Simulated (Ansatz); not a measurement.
An input for Ansatz 0.2.0 (FeAs2 (Lollingite)):

```yaml
crystal:
  lattice:
    - [5.3012, 0.0, 0.0]
    - [0.0, 5.9858, 0.0]
    - [0.0, 0.0, 2.8822]
  atoms:
    - { symbol: Fe, position: [0.0, 0.0, 0.0] }
    - { symbol: Fe, position: [0.5, 0.5, 0.5] }
    - { symbol: As, position: [0.1763, 0.3624, 0.0] }
    - { symbol: As, position: [0.8237, 0.6376, 0.0] }
    - { symbol: As, position: [0.6763, 0.1376, 0.5] }
    - { symbol: As, position: [0.3237, 0.8624, 0.5] }
kpoints:
  mp_grid: { grid: [4, 4, 6] }
  band_path:
    path:
      - [0.0, 0.0, 0.0]
      - [0.5, 0.0, 0.0]
      - [0.5, 0.5, 0.0]
      - [0.0, 0.5, 0.0]
      - [0.0, 0.0, 0.5]
      - [0.5, 0.0, 0.5]
      - [0.5, 0.5, 0.5]
      - [0.0, 0.5, 0.5]
      - [0.0, 0.5, 0.2]
      - [0.0, 0.0, 0.25]
      - [0.0, 0.25, 0.25]
    npoints: 1
hamiltonian:
  xc: hse06
  pseudopotentials: { kind: paw, azcp: { folder: soft_1 } }
scf:
  occupations: { method: fixed }
  n_extra_bands: 6
output:
  eigenvalues: true
```

```sh
ansatz run input.yaml --threads 4 --pin off --max-ram 138240MiB --backend cuda --events-out ev --progress --plain --runs-dir out --devices 1 --max-vram 26GiB
```

**Question.** Estimate wall time and host memory on 1 × NVIDIA H100 80GB HBM3 (shared by 3 runs) with 4 threads of AMD EPYC 7R13 (Zen 3), shared host.

It took 39 s; on shared hardware allow 20 s to 79 s. Peak host memory was 1.8 GiB. The sizes that set the cost: 1781 plane waves a state, 36 irreducible k points and 23 SCF cycles.

Exact exchange couples every pair of k points and filled bands, so it costs far more than a semilocal run.

[Paths, hosts, dates, memory and timing lines, banners, echoed tables and standing remarks are left out of the program output.]

[Logs are printed without paths, hosts, clocks, repeated set-up lines and the standing remarks that a program may print on its own settings, such as how far it seeks lower states.]

[Runs of the session that timed out or met a known fault of the program may be left out.]

[Cells called generated may have been cut or substituted from an entry of the Crystallography Open Database or the Materials Project.]

[Hosts, paths, dates, database ids (printed as entryN), source tags and the programs' standing remarks are cut or masked in the printed files.]
